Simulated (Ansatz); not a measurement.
## La3TlC (Pm-3m): Grüneisen parameters

Wanted: mode Grüneisen parameters of La3TlC (Pm-3m).

Program: Ansatz 0.2.0. Level of theory: DFT PBEsol, scalar-relativistic, plane waves, PAW; PAW set soft_1. Results are calculated unless marked as measured.

## Step 1: The starting structure

Symmetry: Pm-3m, No. 221, cubic system. Conventional cell: a = 5.163 Å, b = 5.163 Å, c = 5.163 Å, α = 90.00°, β = 90.00°, γ = 90.00°. Nearest to La lie 2 C at 2.58 Å and 8 La at 3.65 Å and 4 Tl at 3.65 Å. Nearest to Tl lie 12 La at 3.65 Å. Nearest to C lie 6 La at 2.58 Å. Farther neighbours are not listed.

## Step 2: Phonons on a q mesh

The cell comes from relaxations at this level that are not shown. Stability and thermal properties need the whole zone. Linear response on a 2×2×2 q mesh gives force constants as far as a supercell of that size would.

Input file input.yaml:

```yaml
crystal:
  lattice:
    - [5.1631067513, 0.0, 0.0]
    - [0.0, 5.1631067513, 0.0]
    - [0.0, 0.0, 5.1631067513]
  atoms:
    - { symbol: La, position: [0.5, 0.0, 0.5] }
    - { symbol: La, position: [0.0, 0.5, 0.5] }
    - { symbol: La, position: [0.5, 0.5, 0.0] }
    - { symbol: Tl, position: [0.0, 0.0, 0.0] }
    - { symbol: C, position: [0.5, 0.5, 0.5] }
kpoints:
  mp_grid: { grid: [8, 8, 8] }
hamiltonian:
  xc: pbesol
  pseudopotentials: { kind: paw, azcp: { folder: soft_1 }, xc_functional: pbe }
scf:
  occupations: { method: methfessel_paxton, width: 0.2 }
output:
  eigenvalues: true
phonons:
  method: dfpt
  qmesh: [2, 2, 2]
  temperatures: { t_max: 1000, t_step: 50 }
  qpath:
    path:
      - [[0.0, 0.0, 0.0], [0.0, 0.5, 0.0], [0.5, 0.5, 0.0], [0.0, 0.0, 0.0], [0.5, 0.5, 0.5], [0.0, 0.5, 0.0]]
      - [[0.5, 0.5, 0.5], [0.5, 0.5, 0.0]]
    npoints: 10
```

The run is started by

```console
> ansatz run input.yaml --threads 4 --pin off --max-ram 10240MiB --backend cpu --events-out ev --progress --plain --runs-dir out
```

Numbers of over 12 decimals in the logs are rounded to 6 here.

What it wrote:

```text
Engine: ansatz 0.2.0, aarch64-unknown-linux-gnu
Pseudopotentials: kind: paw
Pseudopotential: La, paw, valence charge 11, recommended cutoff 420 eV (normal), soft_1/La.paw.azcp
Pseudopotential: Tl, paw, valence charge 13, recommended cutoff 420 eV (normal), soft_1/Tl.paw.azcp
Pseudopotential: C, paw, valence charge 4, recommended cutoff 420 eV (normal), soft_1/C.paw.azcp
Functional definition: PBEsol
  exchange = pbesol_x
  correlation = pbesol_c
Crystal: 5 atoms, lattice volume = 137.636 Å³
Basis set: ecut = 420 eV, 2721 PW (Γ), exchange–correlation on 72×72×72 points (8 copies of the dense FFT grid, shifted against one another)
Bands: 30, of which v1, the nominal top of the filled ones, is band 25 counted from 1 (24 counted from 0)
Symmetry: 48 space group operations
k-points: 35 of 512
Non-local potential: La, projectors of the file, l = 0: 3, l = 1: 2, l = 2: 2, l = 3: 3
Non-local potential: Tl, projectors of the file, l = 0: 2, l = 1: 2, l = 2: 2, l = 3: 1
Non-local potential: C, projectors of the file, l = 0: 2, l = 1: 2, l = 2: 1
PAW form: soft (Blöchl's): semilocal exchange-correlation on the pseudo side does not see the compensation charge
PAW frozen core: La, regenerated for the run's functional, and the local potential with it (the file was generated under x = pbe(κ = 0.804, μ = 0.219515), c = pbe(β = 0.066725))
PAW frozen core: Tl, regenerated for the run's functional, and the local potential with it (the file was generated under x = pbe(κ = 0.804, μ = 0.219515), c = pbe(β = 0.066725))
PAW frozen core: C, regenerated for the run's functional, and the local potential with it (the file was generated under x = pbe(κ = 0.804, μ = 0.219515), c = pbe(β = 0.066725))
PAW one-centre angular grid: La, 590 points (default); XC on 64 Gauss nodes
PAW one-centre angular grid: Tl, 590 points (default); XC on 64 Gauss nodes
PAW one-centre angular grid: C, 110 points (default); XC on 64 Gauss nodes
Initial density: superposition of atomic densities (chi_scale 0.1, normalization cell, long waves kept (reshape's long-wave potential 0.00 eV rms))
Initial wavefunctions: pseudopotential atomic-orbital guess
Functional: x = pbesol(κ = 0.804, μ = 0.123457), c = pbesol(β = 0.046)
SCF iter   1: F=—  HF=-30032.714279 eV  |F-HF|=—  |Δ(HF+E_count)|=         —  Δρ=5.15e-2  dr2=1.15e1  ethr=3.10e-3  ⟨swp⟩=4.9  Hψ=4517  notcnv=0
preconditioner: auto → Kerker (q_TF=auto, 2.305 Å⁻¹)  [metal: Δε(μ)=0.046 eV  Ē_g=10.708 eV  σ=0.200 eV  W_gap=0.19  n_scr=26 (ndim 8)  ℏωp=21.0 eV  f_vac=0.000  D(μ)=4.24/eV (n_scr^D=26)]
SCF iter   2: F=—  HF=-30030.649127 eV  |F-HF|=—  |Δ(HF+E_count)|=    2.07e0  S|Δr|=    0.00e0  Δρ=2.10e-2  dr2=1.80e0  ethr=3.10e-3  ⟨swp⟩=3.1  Hψ=2106  notcnv=0  defer=5
SCF iter   3: F=—  HF=-30030.282249 eV  |F-HF|=—  |Δ(HF+E_count)|=   3.67e-1  S|Δr|=    0.00e0  Δρ=9.19e-3  dr2=2.49e-1  ethr=3.10e-3  ⟨swp⟩=5.1  Hψ=6818  notcnv=0
automatic band count: the SCF goes on with 35 bands, as 30 were too few: they end inside the smearing window of the response
SCF iter   4: F=—  HF=-30030.224544 eV  |F-HF|=—  |Δ(HF+E_count)|=   5.77e-2  S|Δr|=    0.00e0  Δρ=1.98e-3  dr2=5.12e-3  ethr=4.99e-4  ⟨swp⟩=2.0  Hψ=1899  notcnv=0  defer=103
SCF iter   5: F=—  HF=-30030.224410 eV  |F-HF|=—  |Δ(HF+E_count)|=   1.34e-4  S|Δr|=    0.00e0  Δρ=6.94e-4  dr2=9.10e-4  ethr=1.02e-5  ⟨swp⟩=2.0  Hψ=2001  notcnv=0  defer=103
SCF iter   6: F=—  HF=-30030.224433 eV  |F-HF|=—  |Δ(HF+E_count)|=   2.36e-5  S|Δr|=    0.00e0  Δρ=2.91e-4  dr2=2.95e-4  ethr=1.82e-6  ⟨swp⟩=2.0  Hψ=1383  notcnv=0  defer=103
SCF iter   7: F=—  HF=-30030.224397 eV  |F-HF|=—  |Δ(HF+E_count)|=   3.68e-5  S|Δr|=    0.00e0  Δρ=7.19e-5  dr2=1.60e-5  ethr=5.90e-7  ⟨swp⟩=2.0  Hψ=1300  notcnv=0  defer=103
SCF iter   8: F=—  HF=-30030.224391 eV  |F-HF|=—  |Δ(HF+E_count)|=   5.32e-6  S|Δr|=    0.00e0  Δρ=1.70e-5  dr2=8.33e-7  ethr=3.20e-8  ⟨swp⟩=2.1  Hψ=1505  notcnv=0  defer=103
SCF iter   9: F=—  HF=-30030.224392 eV  |F-HF|=—  |Δ(HF+E_count)|=   7.64e-7  S|Δr|=    0.00e0  Δρ=7.18e-6  dr2=1.89e-7  ethr=1.67e-9  ⟨swp⟩=2.0  Hψ=1975  notcnv=0  defer=103
SCF iter  10: F=—  HF=-30030.224392 eV  |F-HF|=—  |Δ(HF+E_count)|=   2.55e-8  S|Δr|=    0.00e0  Δρ=1.69e-6  dr2=1.09e-8  ethr=3.78e-10  ⟨swp⟩=1.9  Hψ=1201  notcnv=0  defer=103
SCF iter  11: F=—  HF=-30030.224392 eV  |F-HF|=—  |Δ(HF+E_count)|=   1.65e-9  S|Δr|=    0.00e0  Δρ=3.13e-7  dr2=2.47e-10  ethr=2.18e-11  ⟨swp⟩=2.0  Hψ=1364  notcnv=0  defer=103
SCF iter  12: F=-30030.224392 eV  HF=-30030.224392 eV  |F-HF|=7.28e-12  |Δ(HF+E_count)|=  1.82e-11  S|Δr|=    0.00e0  Δρ=3.75e-8  dr2=1.19e-12  ethr=1.00e-12  ⟨swp⟩=16.5  Hψ=8530  notcnv=0
SCF 1 converged in 12 iterations: F = -30030.224392 eV  dr2 = 1.19e-12
  greatest PAW one-centre occupation: 0.971 electrons in one spin orbital (limit 2), on the La atom at site 2 (counted from 0), in its partial waves of l = 0
Initial density: read from a saved state, or passed on in memory by an earlier SCF of this step, an earlier step, the calling program or the single point that the run made first
iter 1 solved again at ethr=1.56e-7 eV; its pass at ethr=3.10e-3 eV (dr2=7.82e-5 eV) is discarded
SCF iter   1: F=—  HF=-30030.224393 eV  |F-HF|=—  |Δ(HF+E_count)|=         —  Δρ=5.30e-7  dr2=1.35e-10  ethr=1.56e-7  ⟨swp⟩=5.8  Hψ=8255  notcnv=0
eigensolver tolerance schedule: the retry pair's looser diagonalisation over-reported the residual by 580973.02 of it (diagonalisation noise at an unbounded share of the residual, at the tolerance the schedule requests for it); recorded, not acted on — ethr = c·dr2/N_el stays at c = 1.0e-1
preconditioner: auto → Kerker (q_TF=auto, 2.305 Å⁻¹)  [metal: Δε(μ)=0.024 eV  Ē_g=11.137 eV  σ=0.200 eV  W_gap=0.10  n_scr=26 (ndim 8)  ℏωp=21.0 eV  f_vac=0.000  D(μ)=3.99/eV (n_scr^D=26)]
SCF iter   2: F=—  HF=-30030.224392 eV  |F-HF|=—  |Δ(HF+E_count)|=   8.50e-7  S|Δr|=    0.00e0  Δρ=2.26e-7  dr2=2.81e-11  ethr=1.00e-12  ⟨swp⟩=4.2  Hψ=3762  notcnv=0
SCF iter   3: F=—  HF=-30030.224392 eV  |F-HF|=—  |Δ(HF+E_count)|=  1.46e-11  S|Δr|=    0.00e0  Δρ=1.56e-7  dr2=1.15e-11  ethr=1.00e-12  ⟨swp⟩=4.3  Hψ=2588  notcnv=0
SCF iter   4: F=-30030.224392 eV  HF=-30030.224392 eV  |F-HF|=1.09e-11  |Δ(HF+E_count)|=  1.82e-11  S|Δr|=    0.00e0  Δρ=1.06e-7  dr2=5.56e-12  ethr=1.00e-12  ⟨swp⟩=2.0  Hψ=2083  notcnv=0
SCF 2 converged in 4 iterations: F = -30030.224392 eV  dr2 = 5.56e-12
phonons: the bands overlap, so this run is a metal and interpolates without the dipole-dipole term. If the crystal is really an insulator or semiconductor, its LO-TO splitting is missing
NSCF: frozen V_eff on 35 k-points
WARN: eigensolver did not converge in 12 slots of this pass, the one above among them; of largest residual over every band (k=33): 1 band(s) unlocked (lowest unlocked band 34, counted from 0; max residual 3.17e-3 eV among the unlocked bands, 3.17e-3 eV over every band); of lowest unlocked band (k=1): band 34
NSCF: frozen V_eff on 125 k-points
DFPT response loops at q = (0, 0, 0) (fractional): preconditioner auto → Kerker (q_TF=auto, 2.305 Å⁻¹) (partly filled bands, converged f_vac=0.000); β = 1.00, the filter's whole step (`scf.mixing.beta` (0.50) is not read by the response loops under this deck's `scf.mixing.preconditioner`; to damp them name `kerker` or `kerker_dos`, under which they read `scf.mixing.beta`, and type it under 1.00, their step now; both keys bind the ground state too); Broyden in place of MSR1
NSCF: frozen V_eff on 250 k-points
DFPT response loops at q = (0, 0, -0.5) (fractional): mixed as the last ones told, above
NSCF: frozen V_eff on 250 k-points
DFPT response loops at q = (0, -0.5, -0.5) (fractional): mixed as the last ones told, above
NSCF: frozen V_eff on 250 k-points
DFPT response loops at q = (-0.5, -0.5, -0.5) (fractional): mixed as the last ones told, above
SCF converged after 12 iterations
Stability not checked: this state was not tested for a lower state beside it, because cold or Methfessel-Paxton smearing, or corrected tetrahedra, fill the levels in a way that the test cannot read (fill_not_monotonic; see scf.lower_state_search)
Free energy (F): -30030.224392 eV
Harris-Foulkes:  -30030.224392 eV  (|F-HF|=7.28e-12)
Internal energy: -30030.220714 eV  (E = F + TS)
E sigma→0 (E₀):  -30030.223472 eV
Entropy (-TS):   -0.003678 eV (-0.736 meV/atom)
Fermi energy:    11.180352 eV
--- Per-component energies (eV) ---
  E_band       = -71.651692
  E_kinetic    = 911.173836
  E_local      = -1827.044821  (includes V_loc(G=0)·N_el)
  E_nonlocal   = 606.996994
  E_hartree    = 663.064035
  E_xc         = -656.169163
  E_vxc        = -615.071287  (∫ρ·V_xc dr)
  E_paw        = -26122.304750  (= ΣΔE_a)
  E_vpaw       = -473.834454  (= ΣTr[D̂ρ^β])
  E_aug_tail   = -0.000030  (compensation charges beyond the density's cutoff)
  E_ewald      = -3606.503357
  E_core_change = 0.566542  (= ΣΔE_core)
  E_smearing   = -0.003678  (= −TS)
  E_closure    = -0.000000  (closes the sum)
  Σ components = -30030.224392   (vs F -30030.224392, Δ=0.00e0)
--- Band table (eV; the first three rows and the last of 35) ---
  k-point 0: bands = [... 21 lower, 10.7188, 10.7188, 10.7188, 11.2576, 11.2576, 11.2576, 12.2795, 12.2795, ... 6 higher]
  k-point 1: bands = [... 21 lower, 10.6748, 10.7475, 10.8474, 10.8939, 11.3101, 11.3101, 12.0588, 12.2415, ... 6 higher]
  k-point 2: bands = [... 21 lower, 10.6312, 10.6312, 10.8228, 11.2347, 11.2347, 11.2395, 12.0885, 12.3807, ... 6 higher]
  k-point 34: bands = [... 21 lower, 8.0626, 11.6316, 11.6316, 11.6316, 12.6576, 12.6576, 12.6576, 12.8522, ... 6 higher]
--- Phonons (Γ-DFPT): 4 representative perturbations + reference (Σ response iterations 13) ---
  ASR residual: 2.856e-5 → 0.000e0 eV/Å²; symmetrization residual: 1.604e-6 eV/Å²
  ASR residual per site (eV/Å²): 1.17e-5 1.17e-5 1.17e-5 2.30e-5 2.86e-5
  Γ frequencies (cm⁻¹): -151.12 -151.12 -151.12 -40.92 -40.92 -40.92 0.00 0.00 0.00 57.49 57.49 57.49 130.84 130.84 130.84
--- Phonons (arbitrary-q DFPT): 4 irreducible q on the 2×2×2 mesh ---
  q = [0.0000, 0.0000, 0.0000] (star 1, of the zone-centre solve; hermiticity 5.44e-7, symmetrization 2.81e-12): -151.12 -151.12 -151.12 -40.92 -40.92 -40.92 -0.00 -0.00 0.00 57.49 57.49 57.49 130.84 130.84 130.84
  q = [0.0000, 0.0000, -0.5000] (star 3, 9 solved perturbations in 975 linear systems a pass and spin channel, the states on 125 of 512 k-point pairs; hermiticity 2.56e-7, symmetrization 1.03e-8): -97.14 -97.14 45.11 45.11 58.64 58.91 66.94 66.94 70.35 70.35 87.61 130.06 130.06 130.85 377.55
  q = [0.0000, -0.5000, -0.5000] (star 3, 9 solved perturbations in 975 linear systems a pass and spin channel, the states on 125 of 512 k-point pairs; hermiticity 2.84e-7, symmetrization 4.61e-9): 14.18 55.16 55.16 56.09 66.29 66.29 70.89 70.89 98.94 104.91 109.06 153.72 242.96 371.08 371.08
  q = [-0.5000, -0.5000, -0.5000] (star 1, 4 solved perturbations in 350 linear systems a pass and spin channel, the states on 125 of 512 k-point pairs; hermiticity 1.52e-7, symmetrization 3.99e-10): -25.06 -25.06 -25.06 47.88 47.88 47.88 101.32 101.32 101.32 112.80 112.80 184.63 383.60 383.60 383.60
  sum rule: each row above includes the acoustic sum rule's correction from the zone centre's row sums; it moved no ω² by more than (0.80 cm⁻¹)²
  mesh force constants: q→R imaginary residual 2.49e-18; ASR residual 2.856e-5 → 0.000e0 eV/Å²; symmetrization residual 5.329e-15 eV/Å²
  interpolated dispersion: 62 rows × 15 modes
  density of states and harmonic sums: on the 12×12×12 q-mesh, interpolated from the force constants of a 2×2×2 supercell (no non-analytic term)
  largest difference from the sums on the solved wave vectors: F 3.68e-1 eV, S 4.91e-4 and C_V 1.25e-4 eV/K
  zero-point energy: 0.099098 eV/cell   skipped modes (ω ≤ 0): 102, of them read as no rigid motion or as one in doubt: 99 (8.154e-1 modes/cell left out, lowest -151.12 cm⁻¹)   left out of the sums: 5.45e-2 of the cell's modes: C_V's classical limit lies that fraction below 3 k_B per atom; for a crystal, a wire or a layer, F and S can be off by more, and a phonons.interpolated_qmesh denser along its periods is the remedy for the sampling
```

The job ended after 7.8 min (4 threads of Arm Neoverse V1, shared host; peak memory 2 GiB).

This step gave:

* volume per atom: 27.53 Å³
* gap on the k-mesh: 0 eV
* sum-rule residual before enforcement: 2.86e-5 eV/Å²
* lowest frequency on the path: -151.1 cm⁻¹
* point group: m-3m
* highest frequency on the path or at a solved wavevector: 383.6 cm⁻¹
* highest optical mode at the zone centre (no LO-TO term): 130.8 cm⁻¹
* lowest optical zone-centre mode: -151.1 cm⁻¹
* lowest mode on the q mesh (acoustic modes at Γ apart): -151.1 cm⁻¹

Frequencies (cm⁻¹) solved at each irreducible wavevector; negative means imaginary. Frequencies by wavevector, by row:

```csv
q in reciprocal lattice units,star,mode 1,mode 2,mode 3,mode 4,mode 13,mode 14,mode 15
0 0 0,1,-151.1,-151.1,-151.1,-40.9,130.8,130.8,130.8
0 0 -0.5,3,-97.1,-97.1,45.1,45.1,130.1,130.8,377.6
0 -0.5 -0.5,3,14.2,55.2,55.2,56.1,243,371.1,371.1
-0.5 -0.5 -0.5,1,-25.1,-25.1,-25.1,47.9,383.6,383.6,383.6
```

Symmetry leaves 4 wavevectors to solve. The lowest mode among them, the acoustic zeros apart, lies at Γ and is imaginary, 151.1i cm⁻¹, so the energy falls along it.

## Step 3: Relaxing at another volume, volume ratio 0.97

The volume is scaled by 0.97 and held; symmetry leaves nothing to relax, so this is a single point. The modes can then be followed against volume.

input.yaml, the sections that differ from step 2:

```yaml
crystal:
  lattice:
    - [5.1109505919, 0.0, 0.0]
    - [0.0, 5.1109505919, 0.0]
    - [0.0, 0.0, 5.1109505919]
  atoms:
    - { symbol: La, position: [0.5, 0.0, 0.5] }
    - { symbol: La, position: [0.0, 0.5, 0.5] }
    - { symbol: La, position: [0.5, 0.5, 0.0] }
    - { symbol: Tl, position: [0.0, 0.0, 0.0] }
    - { symbol: C, position: [0.5, 0.5, 0.5] }
output:
  forces: true
  stress: true
  eigenvalues: true
  write_density: true
  write_potential: true
  elf: true
  volumetric_format: npy
# kpoints, hamiltonian, scf: as in step 2
# phonons: removed
```

What it wrote:

```text
[...]
Crystal: 5 atoms, lattice volume = 133.507 Å³
Basis set: ecut = 420 eV, 2553 PW (Γ), exchange–correlation on 72×72×72 points (8 copies of the dense FFT grid, shifted against one another)
Bands: 30, of which v1, the nominal top of the filled ones, is band 25 counted from 1 (24 counted from 0)
Symmetry: 48 space group operations
[...]
k-points: 35 of 512
[...]
k-point 0: bands = [... 21 lower, 11.0864, 11.1017, 11.1017, 11.7026, 11.7026, 11.7026, 12.7276, 12.7276, ... 1 higher]
  k-point 1: bands = [... 21 lower, 11.0529, 11.1151, 11.2455, 11.3230, 11.7566, 11.7566, 12.5178, 12.6761, ... 1 higher]
  k-point 2: bands = [... 21 lower, 11.0236, 11.0236, 11.1903, 11.6514, 11.6823, 11.6823, 12.5437, 12.8045, ... 1 higher]
  k-point 34: bands = [... 21 lower, 8.3895, 12.0924, 12.0924, 12.0924, 13.1135, 13.1135, 13.1135, 13.2946, ... 1 higher]
[key lines of the parts left out:]
SCF converged after 10 iterations
Free energy (F): -30030.199870 eV
Fermi energy:    11.600210 eV
P = ⅓ Tr σ = 1.9508 GPa (19.508 kbar)
```

The job ended after 4.1 s (4 threads; peak memory 0.53 GiB).

This step gave:

```yaml
pressure: 1.951 GPa
volume_per_atom: 26.70 Å³
```

Valence density in the ac plane at fractional y = 0.500, with atoms of La and C within 0.2 Å of it. It is the smooth field of the valence electrons, not physical close to the nuclei.

Values in e/Å³, 14 rows by 14 columns, each cell a mean:
```
0.1 0.1 0.1 0.2 0.7 1.5 1.7 1.7 1.7 1.1 0.4 0.1 0.1 0.1
0.1 0.1 0.1 0.1 0.4 1.0 1.4 1.5 1.3 0.7 0.2 0.1 0.1 0.1
0.1 0.1 0.1 0.1 0.2 0.4 0.7 0.8 0.6 0.3 0.1 0.1 0.1 0.1
0.4 0.3 0.2 0.1 0.2 0.3 0.4 0.4 0.3 0.2 0.1 0.1 0.2 0.4
1.2 0.9 0.5 0.2 0.2 0.4 0.6 0.7 0.5 0.3 0.2 0.3 0.7 1.1
1.7 1.6 0.9 0.4 0.4 0.7 1.2 1.4 1.0 0.5 0.3 0.6 1.3 1.7
1.8 1.7 1.2 0.5 0.5 1.0 1.6 1.5 1.4 0.7 0.4 0.8 1.5 1.7
1.8 1.7 1.1 0.5 0.4 0.9 1.5 1.6 1.2 0.6 0.4 0.7 1.4 1.7
1.6 1.3 0.7 0.3 0.3 0.5 0.9 1.0 0.7 0.4 0.3 0.4 1.0 1.5
0.7 0.5 0.3 0.2 0.2 0.3 0.4 0.5 0.4 0.2 0.2 0.2 0.4 0.7
0.2 0.2 0.1 0.1 0.2 0.3 0.5 0.5 0.4 0.2 0.1 0.1 0.1 0.2
0.1 0.1 0.1 0.1 0.3 0.7 1.1 1.2 0.9 0.5 0.2 0.1 0.1 0.1
0.1 0.1 0.1 0.2 0.5 1.3 1.7 1.7 1.6 0.9 0.3 0.1 0.1 0.1
0.1 0.1 0.1 0.2 0.7 1.6 1.8 1.8 1.7 1.2 0.4 0.1 0.1 0.1
```
Columns run along a (5.1 Å), rows up along c (5.1 Å). Atoms in or near the plane, at fractional coordinates: La at (0.00, 0.50), La at (0.50, 0.00), C at (0.50, 0.50).

Electrostatic potential energy in the ac plane at fractional y = 0.500, with atoms of La and C within 0.2 Å of it. With pseudopotentials it is smooth inside the atoms' cores, unlike the true potential.

Ten even steps from '0' (-31 eV) to '9' (14 eV), each cell a mean:
```
99985024127999
99987310158999
99998755678999
67899988899887
23689987899752
10379731588611
71278500178504
40279600388512
01589965799730
46799998999875
88999877789988
99997522368999
99986101037999
99984047126999
```
Columns run along a (5.1 Å; values clipped at the 3rd and 97th percentile), rows up along c (5.1 Å). Atoms in or near the plane, at fractional coordinates: La at (0.00, 0.50), La at (0.50, 0.00), C at (0.50, 0.50).

ELF in the ac plane at fractional y = 0.500, with atoms of La and C within 0.2 Å of it. It is the smooth field of the valence electrons, not physical close to the nuclei.

Ten even steps from '0' (0.05) to '9' (0.80), each cell a mean:
```
42028942795013
11005998982001
10001467530000
64101233321025
99514788862389
59835987983597
05945930783782
27945963883694
99724999972499
87312455541158
21001244310002
00003799851000
22017975994012
42028920596114
```
Columns run along a (5.1 Å), rows up along c (5.1 Å). Atoms in or near the plane, at fractional coordinates: La at (0.00, 0.50), La at (0.50, 0.00), C at (0.50, 0.50).

[end of part 1 of 2]

[Logs are printed without paths, hosts, clocks, repeated set-up lines and the standing remarks that a program may print on its own settings, such as how far it seeks lower states.]

[Hosts, paths, dates, database ids (printed as entryN), source tags and the programs' standing remarks are cut or masked in the printed files.]
